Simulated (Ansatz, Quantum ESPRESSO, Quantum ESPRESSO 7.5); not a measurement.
**Band offsets of the GaAs/ZnSe(110) superlattice, 5 + 5 layers, a = 5.63 Å**

Wanted: the band alignment of the GaAs/ZnSe(110) superlattice, 5 + 5 layers, a = 5.63 Å.

Calculated with Quantum ESPRESSO 7.5; plane-wave DFT, LDA, GBRV ultrasoft pseudopotentials (cross-check by Ansatz 0.2.0 with PAW datasets).

Experimental background.

“InterMat: Accelerating Band Offset Prediction in Semiconductor Interfaces with DFT and Deep Learning” (2024, arxiv:2401.02021) quotes from earlier work for GaAs/ZnSe (heterojunction): valence-band offset (size of the offset at GaAs/ZnSe) 0.98 eV.

Report form: the programs' logs are mostly left out.

## 1. The structure

The cell holds 20 atoms: 5 Ga, 5 As, 5 Zn and 5 Se. Its edges and angles: a = 5.630 Å, b = 3.981 Å, c = 19.905 Å, α = 90.0°, β = 90.0°, γ = 90.0°. Regions: GaAs, 10 atoms (5 Ga and 5 As); ZnSe, 10 atoms (5 Zn and 5 Se). The structure's axis is c.

## 2. The superlattice in Ansatz, atoms held

The atoms stay on the ideal cubic sites, so that each half of the superlattice is the very crystal whose bulk edges are computed below.

Input file input.yaml:

```yaml
crystal:
  lattice:
    - [5.63, 0.0, 0.0]
    - [0.0, 3.9810111781, 0.0]
    - [0.0, 0.0, 19.9050558904]
  atoms:
    - { symbol: Ga, position: [0.0, 0.0, 0.0] }
    - { symbol: As, position: [0.25, 0.5, 0.0] }
    - { symbol: Ga, position: [0.5, 0.5, 0.1] }
    - { symbol: As, position: [0.75, 0.0, 0.1] }
    - { symbol: Ga, position: [0.0, 0.0, 0.2] }
    - { symbol: As, position: [0.25, 0.5, 0.2] }
    - { symbol: Ga, position: [0.5, 0.5, 0.3] }
    - { symbol: As, position: [0.75, 0.0, 0.3] }
    - { symbol: Ga, position: [0.0, 0.0, 0.4] }
    - { symbol: As, position: [0.25, 0.5, 0.4] }
    - { symbol: Zn, position: [0.5, 0.5, 0.5] }
    - { symbol: Se, position: [0.75, 0.0, 0.5] }
    - { symbol: Zn, position: [0.0, 0.0, 0.6] }
    - { symbol: Se, position: [0.25, 0.5, 0.6] }
    - { symbol: Zn, position: [0.5, 0.5, 0.7] }
    - { symbol: Se, position: [0.75, 0.0, 0.7] }
    - { symbol: Zn, position: [0.0, 0.0, 0.8] }
    - { symbol: Se, position: [0.25, 0.5, 0.8] }
    - { symbol: Zn, position: [0.5, 0.5, 0.9] }
    - { symbol: Se, position: [0.75, 0.0, 0.9] }
kpoints:
  mp_grid: { grid: [6, 8, 1] }
hamiltonian:
  xc: lda
scf:
  occupations: { method: fermi_dirac, width: 0.02 }
  convergence: { dr2_threshold: 1.0e-08 }
output:
  eigenvalues: true
  write_potential: true
  write_density: true
  volumetric_format: npy
checkpoint:
  write: relax.run
  compress: false
  write_wavefunctions: false
```

Run with:

```sh
$ ansatz run input.yaml --threads 4 --pin off --max-ram 16384MiB --backend cpu --events-out ev --progress --plain --runs-dir out
```

It took 70 s on 4 threads of Arm Neoverse V1, shared host; peak memory 2.3 GiB.

Numbers from this step:

- free energy: -85560.3505 eV
- Fermi energy: 7.928 eV
- gap by band count: 0.3667 eV
- symmetry operations: 4

## 3. Ground state of bulk GaAs

Each bulk is run alone at the common lattice constant, to place its band edges against its own mean potential.

Level of this step: plane-wave DFT, LDA, GBRV ultrasoft pseudopotentials (Quantum ESPRESSO 7.5).

System of this step: GaAs, zinc blende at a = 5.63 Å. Symmetry: F-43m, No. 216, cubic system. Conventional cell: a = 5.630 Å, b = 5.630 Å, c = 5.630 Å, α = 90.00°, β = 90.00°, γ = 90.00°. Nearest to Ga lie 4 As at 2.44 Å. As has 4 Ga at 2.44 Å nearest. Farther neighbours are not listed.

Input file a.in:

```
&control
  prefix = 'a'
  outdir = './out'
  pseudo_dir = './pseudo'
  calculation = 'scf'
  tprnfor = .true.
/
&system
  ibrav = 0
  nat = 4
  ntyp = 2
  ecutwfc = 40
  ecutrho = 200
  occupations = 'smearing'
  smearing = 'fd'
  degauss = 0.002
/
&electrons
  conv_thr = 1e-07
  mixing_beta = 0.5
  electron_maxstep = 120
/
ATOMIC_SPECIES
  Ga  69.7230  ga_lda_v1.4.uspp.F.UPF
  As  74.9216  as_lda_v1.uspp.F.UPF
CELL_PARAMETERS angstrom
  5.63000000000000 0.00000000000000 0.00000000000000
  0.00000000000000 3.98101117808026 0.00000000000000
  0.00000000000000 0.00000000000000 3.98101117808026
ATOMIC_POSITIONS crystal
  Ga  0.000000000000 0.000000000000 0.000000000000
  As  0.250000000000 0.500000000000 0.000000000000
  Ga  0.500000000000 0.500000000000 0.500000000000
  As  0.750000000000 0.000000000000 0.500000000000
K_POINTS automatic
  6 8 8 0 0 0
```

Run with:

```sh
$ OMP_NUM_THREADS=1 mpirun -n 4 pw.x -nk 4 -in a.in > a.out
```

Run time: 19 s. Hardware: 4 MPI ranks; peak memory 0.38 GiB; 76 s of CPU time.

This step gave:

```
free energy  : -12376.4040 eV
Fermi energy : 7.342 eV
```

The run needed 9 iterations to bring the estimated error under 1e-07 Ry.

## 4. Band structure of bulk GaAs

A bands run reads the converged density and follows the path given under K_POINTS.

a.bands.in is the input of step 3 with these lines changed:

```diff
@@ -1,7 +1,6 @@
 &control
-  prefix = 'a'
+  prefix = 'a.bands'
   outdir = './out'
   pseudo_dir = './pseudo'
-  calculation = 'scf'
-  tprnfor = .true.
+  calculation = 'bands'
 /
@@ -16,2 +15,3 @@
   degauss = 0.002
+  nbnd = 32
 /
@@ -34,3 +34,9 @@
   As  0.750000000000 0.000000000000 0.500000000000
-K_POINTS automatic
-  6 8 8 0 0 0
+K_POINTS crystal_b
+6
+  0.0000000000 0.0000000000 0.0000000000 20
+  1.0000000000 0.0000000000 0.0000000000 1
+  0.0000000000 0.0000000000 0.0000000000 20
+  0.5000000000 0.0000000000 0.5000000000 1
+  0.0000000000 0.0000000000 0.0000000000 20
+  0.0000000000 0.5000000000 0.5000000000 1
```

Run with:

```sh
$ cp -r out/a.save out/a.bands.save
$ cp out/a.xml out/a.bands.xml
$ OMP_NUM_THREADS=1 mpirun -n 4 pw.x -nk 4 -in a.bands.in > a.bands.out
```

Elapsed: 24 s, on 4 MPI ranks; peak memory 0.3 GiB; 94 s of CPU time.

This step gave:

```
valence top, on the run's zero       : 7.135 eV
conduction bottom, on the run's zero : 7.517 eV
gap by band count                    : 0.3822 eV
```

Band numbers count within the set of bands kept for display; the cell holds two formula units, so the X point along 001 folds onto the zone centre. Electronic bands along the path, in eV, zero at the Fermi level, which the smearing puts inside the gap; v1 is the highest filled band, c1 the lowest empty one:

```
  point     v4     v3     v2     v1    c1    c2    c3    c4
      L  -1.37  -1.37  -1.37  -1.37  0.67  0.67  4.39  4.39
halfway  -3.53  -2.29  -0.90  -0.90  1.13  1.88  4.36  4.36
      Γ  -2.94  -0.21  -0.21  -0.21  0.17  1.11  1.33  3.48
halfway  -3.83  -3.64  -1.94  -1.94  1.66  2.97  4.39  4.43
      X  -2.94  -2.94  -2.94  -2.94  1.11  1.11  1.33  1.33
```

## 5. Potential by pp.x of bulk GaAs

plot_num = 11 writes the bare and Hartree potential, whose mean serves as the common reference.

Input file a.pot.in:

```
&inputpp
  prefix = 'a'
  outdir = './out'
  filplot = 'a.pot.dat'
  plot_num = 11
/
```

Run with:

```sh
$ OMP_NUM_THREADS=1 mpirun -n 4 pp.x -in a.pot.in > a.pot.out
```

Wall time 0.85 s (4 MPI ranks); peak memory 0.09 GiB; 3.1 s of CPU time.

Electrostatic potential energy of an electron; zero at the Fermi level, which the smearing puts inside the gap. Table of potential energy, planar mean by z:

```csv
z (Å),"potential energy, planar mean (eV)"
0.00,9.02
0.22,6.46
0.33,3.75
0.55,-0.996
0.77,-0.838
0.88,-0.149
1.11,-0.149
1.33,-1.50
1.44,-0.996
1.66,3.75
1.88,8.35
1.99,9.02
2.21,6.46
2.43,0.959
2.54,-0.996
2.76,-0.838
2.99,0.0464
3.10,-0.149
3.32,-1.50
3.54,0.959
3.65,3.75
3.87,8.35
```

## 6. Planar and running averages of bulk GaAs

A running mean over one period damps the atomic wiggles and leaves the mean of this pseudopotential's potential.

Input file a.avg.in:

```
1
a.pot.dat
1.0
40
3
7.5230208256
```

Run with:

```sh
$ OMP_NUM_THREADS=1 average.x < a.avg.in > a.avg.out
```

Run time: 0.48 s. Hardware: 1 MPI rank; peak memory 0.1 GiB.

Read from the output:

| Property | Result |
| --- | --- |
| average.x's running mean over the crystal, on the run's own zero | 9.627 eV |
| mean potential by an exact Fourier window over the crystal, on the run's own zero | 9.627 eV |

Electrostatic potential energy of an electron; zero at the Fermi level, which the smearing puts inside the gap; window 3.9810 Å. The potential energy, running mean stays at 2.28 eV for z from 0 to 3.88 Å.

## 7. Ground state of bulk ZnSe

System of this step: ZnSe, zinc blende at a = 5.63 Å. It takes space group F-43m (No. 216, cubic). The conventional cell has a = 5.630 Å, b = 5.630 Å, c = 5.630 Å, α = 90.00°, β = 90.00°, γ = 90.00°. Nearest to Zn lie 4 Se at 2.44 Å. Nearest to Se lie 4 Zn at 2.44 Å. Farther neighbours and most contacts between anions are not listed.

Input file b.in:

```
&control
  prefix = 'b'
  outdir = './out'
  pseudo_dir = './pseudo'
  calculation = 'scf'
  tprnfor = .true.
/
&system
  ibrav = 0
  nat = 4
  ntyp = 2
  ecutwfc = 40
  ecutrho = 200
  occupations = 'smearing'
  smearing = 'fd'
  degauss = 0.002
/
&electrons
  conv_thr = 1e-07
  mixing_beta = 0.5
  electron_maxstep = 120
/
ATOMIC_SPECIES
  Zn  65.3800  zn_lda_v1.uspp.F.UPF
  Se  78.9710  se_lda_v1.uspp.F.UPF
CELL_PARAMETERS angstrom
  5.63000000000000 0.00000000000000 0.00000000000000
  0.00000000000000 3.98101117808026 0.00000000000000
  0.00000000000000 0.00000000000000 3.98101117808026
ATOMIC_POSITIONS crystal
  Zn  0.000000000000 0.000000000000 0.000000000000
  Se  0.250000000000 0.500000000000 0.000000000000
  Zn  0.500000000000 0.500000000000 0.500000000000
  Se  0.750000000000 0.000000000000 0.500000000000
K_POINTS automatic
  6 8 8 0 0 0
```

Run with:

```sh
$ OMP_NUM_THREADS=1 mpirun -n 4 pw.x -nk 4 -in b.in > b.out
```

The job ended after 23 s (4 MPI ranks; peak memory 0.39 GiB).

Numbers from this step:

| Quantity | Value |
| --- | --- |
| free energy | -13728.8286 eV |
| Fermi energy | 6.877 eV |

## 8. Band structure of bulk ZnSe

b.bands.in is the input of step 7 with these lines changed:

```diff
@@ -1,7 +1,6 @@
 &control
-  prefix = 'b'
+  prefix = 'b.bands'
   outdir = './out'
   pseudo_dir = './pseudo'
-  calculation = 'scf'
-  tprnfor = .true.
+  calculation = 'bands'
 /
@@ -16,2 +15,3 @@
   degauss = 0.002
+  nbnd = 34
 /
@@ -34,3 +34,9 @@
   Se  0.750000000000 0.000000000000 0.500000000000
-K_POINTS automatic
-  6 8 8 0 0 0
+K_POINTS crystal_b
+6
+  0.0000000000 0.0000000000 0.0000000000 20
+  1.0000000000 0.0000000000 0.0000000000 1
+  0.0000000000 0.0000000000 0.0000000000 20
+  0.5000000000 0.0000000000 0.5000000000 1
+  0.0000000000 0.0000000000 0.0000000000 20
+  0.0000000000 0.5000000000 0.5000000000 1
```

Run with:

```sh
$ cp -r out/b.save out/b.bands.save
$ cp out/b.xml out/b.bands.xml
$ OMP_NUM_THREADS=1 mpirun -n 4 pw.x -nk 4 -in b.bands.in > b.bands.out
```

Wall time 30 s (4 MPI ranks); peak memory 0.29 GiB.

Read from the output:

```
valence top, on the run's zero       : 6.300 eV
conduction bottom, on the run's zero : 7.404 eV
gap by band count                    : 1.104 eV
```

Band numbers count within the set of bands kept for display; the cell holds two formula units, so the X point along 001 folds onto the zone centre. Electronic bands along the path, in eV, zero at the Fermi level, which the smearing puts inside the gap; v1 is the highest filled band, c1 the lowest empty one:

| point | v4 | v3 | v2 | v1 | c1 | c2 | c3 | c4 |
| --- | --- | --- | --- | --- | --- | --- | --- | --- |
| L | -1.48 | -1.48 | -1.48 | -1.48 | 1.80 | 1.80 | 5.71 | 5.71 |
| halfway | -3.14 | -2.24 | -1.08 | -1.08 | 2.02 | 3.02 | 4.93 | 5.77 |
| Γ | -2.86 | -0.58 | -0.58 | -0.58 | 0.53 | 2.19 | 2.74 | 5.12 |
| halfway | -3.46 | -3.38 | -1.89 | -1.89 | 3.20 | 3.32 | 4.77 | 4.95 |
| X | -2.86 | -2.86 | -2.86 | -2.86 | 2.19 | 2.19 | 2.74 | 2.74 |

## 9. Electrostatic potential of bulk ZnSe

Input file b.pot.in:

```
&inputpp
  prefix = 'b'
  outdir = './out'
  filplot = 'b.pot.dat'
  plot_num = 11
/
```

Run with:

```sh
$ OMP_NUM_THREADS=1 mpirun -n 4 pp.x -in b.pot.in > b.pot.out
```

Run time: 0.86 s. Hardware: 4 MPI ranks; peak memory 0.1 GiB; 3.1 s of CPU time.

## 10. Planar and running averages of bulk ZnSe

Input file b.avg.in:

```
1
b.pot.dat
1.0
40
3
7.5230208256
```

Run with:

```sh
$ OMP_NUM_THREADS=1 average.x < b.avg.in > b.avg.out
```

Wall time 0.47 s (1 MPI rank); peak memory 0.1 GiB.

Numbers from this step:

```
average.x's running mean over the crystal, on the run's own zero                  : 2.844 eV
mean potential by an exact Fourier window over the crystal, on the run's own zero : 2.844 eV
```

## 11. SCF with pw.x of the superlattice

The superlattice gives the step of the mean potential between the two crystals; (110) layers are neutral, so no field builds up.

System of this step: GaAs/ZnSe(110) superlattice, 5 + 5 layers, a = 5.63 Å. The cell holds 20 atoms: 5 Ga, 5 As, 5 Zn and 5 Se. Its edges and angles: a = 5.630 Å, b = 3.981 Å, c = 19.905 Å, α = 90.0°, β = 90.0°, γ = 90.0°. Regions: GaAs, 10 atoms (5 Ga and 5 As); ZnSe, 10 atoms (5 Zn and 5 Se). The structure's axis is c.

Input file ab.in:

```
&control
  prefix = 'ab'
  outdir = './out'
  pseudo_dir = './pseudo'
  calculation = 'scf'
  tprnfor = .true.
/
&system
  ibrav = 0
  nat = 20
  ntyp = 4
  ecutwfc = 40
  ecutrho = 200
  occupations = 'smearing'
  smearing = 'fd'
  degauss = 0.002
/
&electrons
  conv_thr = 1e-07
  mixing_beta = 0.5
  electron_maxstep = 120
/
ATOMIC_SPECIES
  Ga  69.7230  ga_lda_v1.4.uspp.F.UPF
  As  74.9216  as_lda_v1.uspp.F.UPF
  Zn  65.3800  zn_lda_v1.uspp.F.UPF
  Se  78.9710  se_lda_v1.uspp.F.UPF
CELL_PARAMETERS angstrom
  5.63000000000000 0.00000000000000 0.00000000000000
  0.00000000000000 3.98101117810000 0.00000000000000
  0.00000000000000 0.00000000000000 19.90505589040000
ATOMIC_POSITIONS crystal
  Ga  0.000000000000 0.000000000000 0.000000000000
  As  0.250000000000 0.500000000000 0.000000000000
  Ga  0.500000000000 0.500000000000 0.100000000000
  As  0.750000000000 0.000000000000 0.100000000000
  Ga  0.000000000000 0.000000000000 0.200000000000
  As  0.250000000000 0.500000000000 0.200000000000
  Ga  0.500000000000 0.500000000000 0.300000000000
  As  0.750000000000 0.000000000000 0.300000000000
  Ga  0.000000000000 0.000000000000 0.400000000000
  As  0.250000000000 0.500000000000 0.400000000000
  Zn  0.500000000000 0.500000000000 0.500000000000
  Se  0.750000000000 0.000000000000 0.500000000000
  Zn  0.000000000000 0.000000000000 0.600000000000
  Se  0.250000000000 0.500000000000 0.600000000000
  Zn  0.500000000000 0.500000000000 0.700000000000
  Se  0.750000000000 0.000000000000 0.700000000000
  Zn  0.000000000000 0.000000000000 0.800000000000
  Se  0.250000000000 0.500000000000 0.800000000000
  Zn  0.500000000000 0.500000000000 0.900000000000
  Se  0.750000000000 0.000000000000 0.900000000000
K_POINTS automatic
  6 8 1 0 0 0
```

Run with:

```sh
$ OMP_NUM_THREADS=1 mpirun -n 4 pw.x -nk 2 -in ab.in > ab.out
```

Run time: 39 min. Hardware: 4 MPI ranks; peak memory 1.7 GiB.

This step gave:

* free energy: -65262.7604 eV
* Fermi energy: 7.258 eV

The program's own clock; routines nest. Time by routine:

| routine | wall time (s) | calls |
| --- | --- | --- |
| PWSCF | 2340 | 1 |
| electrons | 2320 | 1 |
| c_bands | 2177 | 35 |
| cegterg | 2126 | 389 |
| h_psi | 927.9 | 2737 |
| fftw | 474.9 | 522024 |
| vloc_psi | 472.4 | 2737 |
| calbec | 280.7 | 3127 |
| h_psi:calbec | 225.8 | 2737 |
| add_vuspsi | 223.8 | 2737 |
| s_psi | 223.8 | 2737 |
| sum_band | 124.5 | 35 |
| cdiaghg | 96.52 | 2727 |
| newd | 17.9 | 36 |

The run needed 35 iterations to bring the estimated error under 1e-07 Ry; the largest force on any atom, held or free, is 0.51 eV/Å.

## 12. Potential by pp.x of the superlattice

Input file ab.pot.in:

```
&inputpp
  prefix = 'ab'
  outdir = './out'
  filplot = 'ab.pot.dat'
  plot_num = 11
/
```

Run with:

```sh
$ OMP_NUM_THREADS=1 mpirun -n 4 pp.x -in ab.pot.in > ab.pot.out
```

The job ended after 1.7 s (4 MPI ranks; peak memory 0.15 GiB; 6.6 s of CPU time).

Electrostatic potential energy in the ca plane at fractional y = 0.000, with atoms of Ga and As and Se and Zn within 0.2 Å of it. With pseudopotentials it is smooth inside the atoms' cores, unlike the true potential.

Values in eV, 8 rows by 16 columns, each cell a mean:
```
-34  -6  -6 -25 -33  -6  -6 -25 -33  -9 -10 -22 -28  -8 -10 -23
 -3   6  13  -4  -3   5  12  -3  -3 -39 -48  -3  -2 -39 -47  -3
  2   0   5   0   2   1   5   1   2 -30 -38   1   2 -30 -38   1
  4  -1  -2   3   4  -1  -2   3   4  -1  -2   3   4  -1  -2   3
  4   3   3   4   4   3   3   4   4   4   3   4   4   4   4   4
  2   4   4   3   2   4   4   3   3   4   4   3   3   4   4   3
 -8   2   3  -5  -8   2   3  -5  -8   3   3  -4  -6   3   3  -4
-43   0   1 -32 -42   0   1 -33 -42   0   2 -29 -36   1   2 -29
```
Columns run along c (16.0 Å, from fractional 0.00 to 0.80 of the cell; values clipped at the 3rd and 97th percentile), rows up along a (5.6 Å). Atoms in or near the plane, at fractional coordinates: Ga at (0.00, 0.00), As at (0.10, 0.75), Ga at (0.20, 0.00), As at (0.30, 0.75), Ga at (0.40, 0.00), Se at (0.50, 0.75), Zn at (0.60, 0.00), Se at (0.70, 0.75), Zn at (0.80, 0.00).

## 13. Planar and running averages of the superlattice

Input file ab.avg.in:

```
1
ab.pot.dat
1.0
200
3
7.5230208256
```

Run with:

```sh
$ OMP_NUM_THREADS=1 average.x < ab.avg.in > ab.avg.out
```

Elapsed: 0.56 s, on 1 MPI rank; peak memory 0.12 GiB.

This step gave:

| Quantity | Value |
| --- | --- |
| average.x's running mean in the GaAs layers, on the run's own zero | 9.653 eV |
| slope of the running mean in the GaAs layers | 3.28e-4 eV/Å |
| mean potential by an exact Fourier window in the GaAs layers, on the run's own zero | 9.653 eV |
| average.x's running mean in the ZnSe layers, on the run's own zero | 2.816 eV |
| slope of the running mean in the ZnSe layers | -3.93e-4 eV/Å |
| mean potential by an exact Fourier window in the ZnSe layers, on the run's own zero | 2.816 eV |

Electrostatic potential energy of an electron; zero at the Fermi level; window 3.9810 Å. Table of potential energy, running mean by z:

z (Å), potential energy, running mean (eV) and a bar from the least value:
```
      0.0       0.70 #######################
      0.5       2.35 ##############################
      1.0       2.42 ##############################
      1.5       2.41 ##############################
      2.0       2.40 ##############################
      2.5       2.40 ##############################
      3.0       2.39 ##############################
      3.5       2.39 ##############################
      4.0       2.39 ##############################
      4.5       2.39 ##############################
      5.0       2.40 ##############################
      5.5       2.40 ##############################
      6.0       2.40 ##############################
      6.5       2.41 ##############################
      7.0       2.42 ##############################
      7.5       2.30 #############################
      8.0       0.52 ######################
      8.5      -0.98 ###############
      9.0      -1.02 ###############
      9.5      -1.15 ##############
     10.0      -2.96 #######
     10.5      -4.43 
     11.0      -4.46 
     11.5      -4.45 
     12.0      -4.45 
     12.5      -4.45 
     13.0      -4.44 
     13.5      -4.44 
     14.0      -4.43 
     14.5      -4.44 
     15.0      -4.44 
     15.5      -4.45 
     16.0      -4.45 
     16.5      -4.45 
     17.0      -4.47 
     17.5      -4.27 #
     18.0      -2.34 #########
     18.5      -1.02 ###############
     19.0      -1.03 ###############
     19.5      -0.81 ################
```

[end of part 1 of 2]

[Logs are printed without paths, hosts, clocks, repeated set-up lines and the standing remarks that a program may print on its own settings, such as how far it seeks lower states.]

[Hosts, paths, dates, database ids (printed as entryN), source tags and the programs' standing remarks are cut or masked in the printed files.]

[Maps of the electrostatic potential energy from Ansatz leave out the sawtooth potential of an applied field or a dipole correction, so their vacuum need not be flat; planar profiles and work functions include it.]
